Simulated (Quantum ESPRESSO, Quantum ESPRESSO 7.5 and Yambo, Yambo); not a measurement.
# Quasiparticle gap of SrTiO3 (Tausonite) in Yambo

Wanted: ground state, empty states, screening and self-energy for SrTiO3 (Tausonite).

Program: Quantum ESPRESSO 7.5 and Yambo 5.3.0. Level of theory: PBE and many-body steps on it, plane waves. Results are calculated unless marked as measured.

**What was measured.**

- Gap 3.77 eV: direct gap (M0 critical point); spectroscopic ellipsometry, second-derivative fit; 300 K; bulk crystal (commercial single crystal) (“Optical probe of ferroelectric order in bulk and thin film perovskite titanates”, 2013, arxiv:1309.1245).

## Step 1: The starting structure

The structure is cubic, space group Pm-3m (No. 221). Conventional cell: a = 3.905 Å, b = 3.905 Å, c = 3.905 Å, α = 90.00°, β = 90.00°, γ = 90.00°. Nearest to Sr lie 12 O at 2.76 Å. Nearest to Ti lie 6 O at 1.95 Å. Nearest to O lie 2 Ti at 1.95 Å and 4 Sr at 2.76 Å. Farther neighbours and most contacts between anions are not listed.

The cell and positions come from the Crystallography Open Database and are kept as given unless a step says otherwise.

## Step 2: Ground state

This step: Quantum ESPRESSO 7.5; DFT, PBE, plane waves, norm-conserving pseudopotentials.

The ground-state density comes first.

pw.in

```
&control
  calculation = 'scf'
  prefix = 'x'
  outdir = 'o'
  pseudo_dir = 'pseudo'
/
&system
  ibrav = 0
  nat = 5
  ntyp = 3
  ecutwfc = 76.0
  nbnd = 26
  force_symmorphic = .true.
/
&electrons
  conv_thr = 1e-10
  electron_maxstep = 80
  mixing_beta = 0.5
/
ATOMIC_SPECIES
  Sr 87.62 Sr.upf
  Ti 47.867 Ti.upf
  O 15.999 O.upf
CELL_PARAMETERS angstrom
  3.9052800000 0.0000000000 0.0000000000
  0.0000000000 3.9052800000 0.0000000000
  0.0000000000 0.0000000000 3.9052800000
ATOMIC_POSITIONS crystal
  Sr 0.5000000000 0.5000000000 0.5000000000
  Ti 0.0000000000 0.0000000000 0.0000000000
  O 0.5000000000 0.0000000000 0.0000000000
  O 0.0000000000 0.5000000000 0.0000000000
  O 0.0000000000 0.0000000000 0.5000000000
K_POINTS automatic
  6 6 6 0 0 0
```

Started as:

```console
$ OMP_NUM_THREADS=1 mpirun -n 8 pw.x -nk 8 -in pw.in > pw.out
```

Output:

```text
Program PWSCF v.7.5 starts

     This program is part of the open-source Quantum ESPRESSO suite
     for quantum simulation of materials; please cite
         "P. Giannozzi et al., J. Phys.:Condens. Matter 21 395502 (2009);
         "P. Giannozzi et al., J. Phys.:Condens. Matter 29 465901 (2017);
         "P. Giannozzi et al., J. Chem. Phys. 152 154105 (2020);
     in publications or presentations arising from this work. More details at
     Message from routine setup:
     using ibrav=0 with symmetry is DISCOURAGED, use correct ibrav instead

     G-vector sticks info

     bravais-lattice index     =            0
     lattice parameter (alat)  =       7.3799  a.u.
     unit-cell volume          =     401.9325 (a.u.)^3
     number of atoms/cell      =            5
     number of atomic types    =            3
     number of electrons       =        40.00
     number of Kohn-Sham states=           26
     kinetic-energy cutoff     =      76.0000  Ry
     charge density cutoff     =     304.0000  Ry
     scf convergence threshold =      1.0E-10
     mixing beta               =       0.5000
     number of iterations used =            8  plain     mixing
     Exchange-correlation= PBE
                           (   1   4   3   4   0   0   0)

     celldm(1)=   7.379910  celldm(2)=   0.000000  celldm(3)=   0.000000
     celldm(4)=   0.000000  celldm(5)=   0.000000  celldm(6)=   0.000000

     crystal axes: (cart. coord. in units of alat)
               a(1) = (   1.000000   0.000000   0.000000 )
               a(2) = (   0.000000   1.000000   0.000000 )
               a(3) = (   0.000000   0.000000   1.000000 )

     reciprocal axes: (cart. coord. in units 2 pi/alat)
               b(1) = (  1.000000  0.000000  0.000000 )
               b(2) = (  0.000000  1.000000  0.000000 )
               b(3) = (  0.000000  0.000000  1.000000 )
     Pseudo is Norm-conserving + core correction, Zval = 10.0
     Generated using ONCVPSP code by D. R. Hamann
     Using radial grid of 1834 points,  6 beta functions with:
     Pseudo is Norm-conserving + core correction, Zval = 12.0
     Generated using ONCVPSP code by D. R. Hamann
     Using radial grid of 1586 points,  6 beta functions with:
     Pseudo is Norm-conserving + core correction, Zval =  6.0
     Generated using ONCVPSP code by D. R. Hamann
     Using radial grid of  936 points,  5 beta functions with:
     Sr               10.00    87.62000     Sr( 1.00)
     Ti               12.00    47.86700     Ti( 1.00)
     O                 6.00    15.99900     O ( 1.00)

     48 Sym. Ops., with inversion, found

   Cartesian axes

     site n.     atom                  positions (alat units)
         1        Sr     tau(   1) = (   0.5000000   0.5000000   0.5000000  )
         2        Ti     tau(   2) = (   0.0000000   0.0000000   0.0000000  )
         3        O      tau(   3) = (   0.5000000   0.0000000   0.0000000  )
         4        O      tau(   4) = (   0.0000000   0.5000000   0.0000000  )
         5        O      tau(   5) = (   0.0000000   0.0000000   0.5000000  )

     number of k points=    20
                       cart. coord. in units 2pi/alat
        k(    1) = (   0.0000000   0.0000000   0.0000000), wk =   0.0092593
        k(    2) = (   0.0000000   0.0000000   0.1666667), wk =   0.0555556
        k(    3) = (   0.0000000   0.0000000   0.3333333), wk =   0.0555556
        k(    4) = (   0.0000000   0.0000000  -0.5000000), wk =   0.0277778
        k(    5) = (   0.0000000   0.1666667   0.1666667), wk =   0.1111111
        k(    6) = (   0.0000000   0.1666667   0.3333333), wk =   0.2222222
        k(    7) = (   0.0000000   0.1666667  -0.5000000), wk =   0.1111111
        k(    8) = (   0.0000000   0.3333333   0.3333333), wk =   0.1111111
        k(    9) = (   0.0000000   0.3333333  -0.5000000), wk =   0.1111111
        k(   10) = (   0.0000000  -0.5000000  -0.5000000), wk =   0.0277778
     [... 8 further rows ...]
        k(   19) = (   0.3333333  -0.5000000  -0.5000000), wk =   0.0555556
        k(   20) = (  -0.5000000  -0.5000000  -0.5000000), wk =   0.0092593

     Dense  grid:    36041 G-vectors     FFT dimensions: (  45,  45,  45)

     Initial potential from superposition of free atoms

     starting charge      39.9901, renormalised to      40.0000
     Starting wfcs are   27 randomized atomic wfcs

     per-process dynamical memory:    36.9 Mb

     Self-consistent Calculation

     iteration #  1     ecut=    76.00 Ry     beta= 0.50

     total energy              =    -286.34705223 Ry
     estimated scf accuracy    <       1.82528620 Ry

     iteration #  2     ecut=    76.00 Ry     beta= 0.50

     total energy              =    -286.17401445 Ry
     estimated scf accuracy    <       4.25735772 Ry

     iteration #  3     ecut=    76.00 Ry     beta= 0.50

     total energy              =    -287.08882901 Ry
     estimated scf accuracy    <       0.24602598 Ry

     iteration #  4     ecut=    76.00 Ry     beta= 0.50

     total energy              =    -287.05726336 Ry
     estimated scf accuracy    <       0.08494564 Ry

     iteration #  5     ecut=    76.00 Ry     beta= 0.50

     total energy              =    -287.08109781 Ry
     estimated scf accuracy    <       0.01762176 Ry

     iteration #  6     ecut=    76.00 Ry     beta= 0.50

     total energy              =    -287.08118411 Ry
     estimated scf accuracy    <       0.00232619 Ry

     iteration #  7     ecut=    76.00 Ry     beta= 0.50

     total energy              =    -287.08179369 Ry
     estimated scf accuracy    <       0.00016312 Ry

     iteration #  8     ecut=    76.00 Ry     beta= 0.50

     total energy              =    -287.08179063 Ry
     estimated scf accuracy    <       0.00003424 Ry

     iteration #  9     ecut=    76.00 Ry     beta= 0.50

     total energy              =    -287.08179759 Ry
     estimated scf accuracy    <       0.00000027 Ry

     iteration # 10     ecut=    76.00 Ry     beta= 0.50

     total energy              =    -287.08179769 Ry
     estimated scf accuracy    <       0.00000009 Ry

     iteration # 11     ecut=    76.00 Ry     beta= 0.50

     total energy              =    -287.08179769 Ry
     estimated scf accuracy    <          8.1E-09 Ry

     iteration # 12     ecut=    76.00 Ry     beta= 0.50

     total energy              =    -287.08179770 Ry
     estimated scf accuracy    <          6.2E-10 Ry

     iteration # 13     ecut=    76.00 Ry     beta= 0.50

     End of self-consistent calculation

          k = 0.0000 0.0000 0.0000 (  4457 PWs)   bands (ev):

   -46.3526 -22.6721 -22.6270 -22.6270 -22.6270  -7.3121  -6.3299  -6.3299
    -4.6610  -4.6610  -4.6610   7.2355   7.2355   7.2355   8.8811   8.8811
     8.8811   9.6918   9.6918   9.6918  11.9546  11.9546  11.9546  14.4349
    14.4349  15.5056

          k = 0.0000 0.0000 0.1667 (  4525 PWs)   bands (ev):

   -46.3522 -22.7135 -22.6263 -22.6263 -22.5975  -7.3308  -6.3234  -6.3201
    -4.6493  -4.6493  -4.4854   6.8839   7.2187   7.2187   8.5465   8.5465
     8.6549   8.9454   9.5443   9.5443  11.9947  12.5241  12.5241  14.4403
    15.1720  15.9448

          k = 0.0000 0.0000 0.3333 (  4500 PWs)   bands (ev):

   -46.3515 -22.7663 -22.6248 -22.6248 -22.5679  -7.4554  -6.3002  -6.1422
    -4.6257  -4.6257  -4.1970   6.1332   7.2026   7.2026   7.9492   7.9766
     7.9766   8.2598   9.3794   9.3794  12.0782  13.4535  13.4535  14.4471
    16.2106  16.9464

          k = 0.0000 0.0000-0.5000 (  4484 PWs)   bands (ev):

     [... further k-points ...]

     highest occupied, lowest unoccupied level (ev):    10.0469   11.9546

!    total energy              =    -287.08179770 Ry
     estimated scf accuracy    <          3.5E-11 Ry

     The total energy is the sum of the following terms:
     one-electron contribution =     -75.45081456 Ry
     hartree contribution      =      60.40587187 Ry
     xc contribution           =     -59.54529617 Ry
     ewald contribution        =    -212.49155884 Ry

     convergence has been achieved in  13 iterations

     XML data file, charge density, pseudopotentials, collected wavefunctions

=------------------------------------------------------------------------------=
   JOB DONE.
=------------------------------------------------------------------------------=
```

It took 12 s on 8 MPI ranks of Arm Neoverse V1, shared host; peak memory 0.57 GiB.

This step gave:

```yaml
total_energy: -3905.9468 eV
gap: 1.908 eV
k_of_the_valence_top: -0.5, -0.5, -0.5
k_of_the_conduction_bottom: 0, 0, 0
least_direct_gap: 2.263 eV
```

The gap is indirect, with the least direct gap 0.36 eV higher.

## Step 3: Bands along the symmetry lines

Levels along a band path, at the cheap level, show where the edges lie and whether the meshes to come will hold them.

pw.in

```
&control
  calculation = 'bands'
  prefix = 'x'
  outdir = 'o'
  pseudo_dir = 'pseudo'
/
&system
  ibrav = 0
  nat = 5
  ntyp = 3
  ecutwfc = 76.0
  nbnd = 26
  force_symmorphic = .true.
/
&electrons
  conv_thr = 1e-9
  electron_maxstep = 80
  diago_full_acc = .true.
  diago_thr_init = 5e-6
/
ATOMIC_SPECIES
  Sr 87.62 Sr.upf
  Ti 47.867 Ti.upf
  O 15.999 O.upf
CELL_PARAMETERS angstrom
  3.9052800000 0.0000000000 0.0000000000
  0.0000000000 3.9052800000 0.0000000000
  0.0000000000 0.0000000000 3.9052800000
ATOMIC_POSITIONS crystal
  Sr 0.5000000000 0.5000000000 0.5000000000
  Ti 0.0000000000 0.0000000000 0.0000000000
  O 0.5000000000 0.0000000000 0.0000000000
  O 0.0000000000 0.5000000000 0.0000000000
  O 0.0000000000 0.0000000000 0.5000000000
K_POINTS crystal
  50
  0.00000000 0.00000000 0.00000000 1
  0.00000000 0.06250000 0.00000000 1
  0.00000000 0.12500000 0.00000000 1
  0.00000000 0.18750000 0.00000000 1
  0.00000000 0.25000000 0.00000000 1
  0.00000000 0.31250000 0.00000000 1
  0.00000000 0.37500000 0.00000000 1
  0.00000000 0.43750000 0.00000000 1
  0.00000000 0.50000000 0.00000000 1
  0.06250000 0.50000000 0.00000000 1
  0.12500000 0.50000000 0.00000000 1
  0.18750000 0.50000000 0.00000000 1
  0.25000000 0.50000000 0.00000000 1
  0.31250000 0.50000000 0.00000000 1
  0.37500000 0.50000000 0.00000000 1
  0.43750000 0.50000000 0.00000000 1
  0.50000000 0.50000000 0.00000000 1
  0.43750000 0.43750000 0.00000000 1
  0.37500000 0.37500000 0.00000000 1
  0.31250000 0.31250000 0.00000000 1
  0.25000000 0.25000000 0.00000000 1
  0.18750000 0.18750000 0.00000000 1
  0.12500000 0.12500000 0.00000000 1
  0.06250000 0.06250000 0.00000000 1
  0.00000000 0.00000000 0.00000000 1
  0.06250000 0.06250000 0.06250000 1
  0.12500000 0.12500000 0.12500000 1
  0.18750000 0.18750000 0.18750000 1
  0.25000000 0.25000000 0.25000000 1
  0.31250000 0.31250000 0.31250000 1
  0.37500000 0.37500000 0.37500000 1
  0.43750000 0.43750000 0.43750000 1
  0.50000000 0.50000000 0.50000000 1
  0.43750000 0.50000000 0.43750000 1
  0.37500000 0.50000000 0.37500000 1
  0.31250000 0.50000000 0.31250000 1
  0.25000000 0.50000000 0.25000000 1
  0.18750000 0.50000000 0.18750000 1
  0.12500000 0.50000000 0.12500000 1
  0.06250000 0.50000000 0.06250000 1
  0.00000000 0.50000000 0.00000000 1
  0.50000000 0.50000000 0.50000000 1
  0.50000000 0.50000000 0.43750000 1
  0.50000000 0.50000000 0.37500000 1
  0.50000000 0.50000000 0.31250000 1
  0.50000000 0.50000000 0.25000000 1
  0.50000000 0.50000000 0.18750000 1
  0.50000000 0.50000000 0.12500000 1
  0.50000000 0.50000000 0.06250000 1
  0.50000000 0.50000000 0.00000000 1
```

Output:

```text
[banner, memory and clock lines left out]
Program PWSCF v.7.5 starts

     Atomic positions and unit cell read from directory:
     o/x.save/

     Message from routine setup:
     using ibrav=0 with symmetry is DISCOURAGED, use correct ibrav instead

     G-vector sticks info

     bravais-lattice index     =            0
     lattice parameter (alat)  =       7.3799  a.u.
     unit-cell volume          =     401.9325 (a.u.)^3
     number of atoms/cell      =            5
     number of atomic types    =            3
     number of electrons       =        40.00
     number of Kohn-Sham states=           26
     kinetic-energy cutoff     =      76.0000  Ry
     charge density cutoff     =     304.0000  Ry
     Exchange-correlation= PBE
                           (   1   4   3   4   0   0   0)

     celldm(1)=   7.379910  celldm(2)=   0.000000  celldm(3)=   0.000000
     celldm(4)=   0.000000  celldm(5)=   0.000000  celldm(6)=   0.000000

     crystal axes: (cart. coord. in units of alat)
               a(1) = (   1.000000   0.000000   0.000000 )
               a(2) = (   0.000000   1.000000   0.000000 )
               a(3) = (   0.000000   0.000000   1.000000 )

     reciprocal axes: (cart. coord. in units 2 pi/alat)
               b(1) = (  1.000000  0.000000  0.000000 )
               b(2) = (  0.000000  1.000000  0.000000 )
               b(3) = (  0.000000  0.000000  1.000000 )
     Pseudo is Norm-conserving + core correction, Zval = 10.0
     Generated using ONCVPSP code by D. R. Hamann
     Using radial grid of 1834 points,  6 beta functions with:
     Pseudo is Norm-conserving + core correction, Zval = 12.0
     Generated using ONCVPSP code by D. R. Hamann
     Using radial grid of 1586 points,  6 beta functions with:
     Pseudo is Norm-conserving + core correction, Zval =  6.0
     Generated using ONCVPSP code by D. R. Hamann
     Using radial grid of  936 points,  5 beta functions with:
     Sr               10.00    87.62000     Sr( 1.00)
     Ti               12.00    47.86700     Ti( 1.00)
     O                 6.00    15.99900     O ( 1.00)

     48 Sym. Ops., with inversion, found

   Cartesian axes

     site n.     atom                  positions (alat units)
         1        Sr     tau(   1) = (   0.5000000   0.5000000   0.5000000  )
         2        Ti     tau(   2) = (   0.0000000   0.0000000   0.0000000  )
         3        O      tau(   3) = (   0.5000000   0.0000000   0.0000000  )
         4        O      tau(   4) = (   0.0000000   0.5000000   0.0000000  )
         5        O      tau(   5) = (   0.0000000   0.0000000   0.5000000  )

     number of k points=    50
                       cart. coord. in units 2pi/alat
        k(    1) = (   0.0000000   0.0000000   0.0000000), wk =   0.0400000
        k(    2) = (   0.0000000   0.0625000   0.0000000), wk =   0.0400000
        k(    3) = (   0.0000000   0.1250000   0.0000000), wk =   0.0400000
[...]
[... 38 further rows ...]
        k(   49) = (   0.5000000   0.5000000   0.0625000), wk =   0.0400000
        k(   50) = (   0.5000000   0.5000000   0.0000000), wk =   0.0400000

     Dense  grid:    36041 G-vectors     FFT dimensions: (  45,  45,  45)

     The potential is recalculated from file :
     o/x.save/charge-density

     Starting wfcs are   27 randomized atomic wfcs

     Band Structure Calculation

     End of band structure calculation

          k = 0.0000 0.0000 0.0000 (  4457 PWs)   bands (ev):

   -46.3527 -22.6721 -22.6271 -22.6271 -22.6271  -7.3121  -6.3299  -6.3299
    -4.6610  -4.6610  -4.6610   7.2355   7.2355   7.2355   8.8811   8.8811
     8.8811   9.6918   9.6918   9.6918  11.9545  11.9545  11.9545  14.4348
    14.4349  15.5056

          k = 0.0000 0.0625 0.0000 (  4485 PWs)   bands (ev):

[...]
14.5651  15.5703

          k = 0.0000 0.1250 0.0000 (  4509 PWs)   bands (ev):

[...]
14.8962  15.7606

[...]
k = 0.5000 0.5000 0.0625 (  4496 PWs)   bands (ev):

[...]
17.9530  18.3910

          k = 0.5000 0.5000 0.0000 (  4500 PWs)   bands (ev):

[...]
-4.5566  -4.2411  -4.2411   5.4282   5.5333   5.8694   7.2143   7.2143
     8.3223   8.4929   8.4929   9.9609  13.8854  13.8854  14.3483  15.4144
    17.9844  18.3561

     XML data file, pseudopotentials, collected wavefunctions
```

It took 6.8 s on 8 MPI ranks; peak memory 0.53 GiB; 51 s of CPU time.

This step gave:

```
gap                        : 1.908 eV
k of the valence top       : 0.5, 0.5, 0.5
k of the conduction bottom : 0, 0, 0
least direct gap           : 2.263 eV
```

The gap is 1.908 eV, as in the run before at this level.

Electronic bands along the path, in eV, zero at the top of the highest filled band:

| point | band 17 | band 18 | band 19 | band 20 | band 21 | band 22 | band 23 | band 24 |
| --- | --- | --- | --- | --- | --- | --- | --- | --- |
| Γ | -1.17 | -0.36 | -0.36 | -0.36 | 1.91 | 1.91 | 1.91 | 4.39 |
| halfway | -1.66 | -1.60 | -0.60 | -0.60 | 1.99 | 2.96 | 2.96 | 4.40 |
| X | -2.34 | -1.96 | -0.73 | -0.73 | 2.07 | 3.83 | 3.83 | 4.40 |
| halfway | -1.86 | -1.45 | -1.32 | -0.63 | 3.03 | 3.83 | 3.96 | 5.14 |
| M | -1.72 | -1.55 | -1.55 | -0.09 | 3.84 | 3.84 | 4.30 | 5.37 |
| halfway | -1.69 | -1.35 | -1.06 | -0.73 | 2.92 | 3.06 | 3.34 | 5.02 |
| Γ | -1.17 | -0.36 | -0.36 | -0.36 | 1.91 | 1.91 | 1.91 | 4.39 |
| halfway | -2.78 | -0.92 | -0.92 | -0.62 | 3.40 | 3.45 | 3.45 | 6.54 |
| R | -3.71 | 0.00 | 0.00 | 0.00 | 4.52 | 4.52 | 4.52 | 7.00 |
| halfway | -2.71 | -0.94 | -0.80 | -0.52 | 3.53 | 4.03 | 4.05 | 6.50 |
| X | -2.34 | -1.96 | -0.73 | -0.73 | 2.07 | 3.83 | 3.83 | 4.40 |
| jump to R | -3.71 | 0.00 | 0.00 | 0.00 | 4.52 | 4.52 | 4.52 | 7.00 |
| halfway | -3.15 | -0.66 | -0.66 | -0.04 | 4.12 | 4.12 | 4.41 | 6.82 |
| M | -1.72 | -1.55 | -1.55 | -0.09 | 3.84 | 3.84 | 4.30 | 5.37 |

(Part 1 of 3 ends here.)

[Paths, hosts, dates, memory and timing lines, banners, echoed tables and standing remarks are left out of the program output.]

[Logs are printed without paths, hosts, clocks, repeated set-up lines and the standing remarks that a program may print on its own settings, such as how far it seeks lower states.]

[Runs of the session that timed out or met a known fault of the program may be left out.]

[Hosts, paths, dates, database ids (printed as entryN), source tags and the programs' standing remarks are cut or masked in the printed files.]
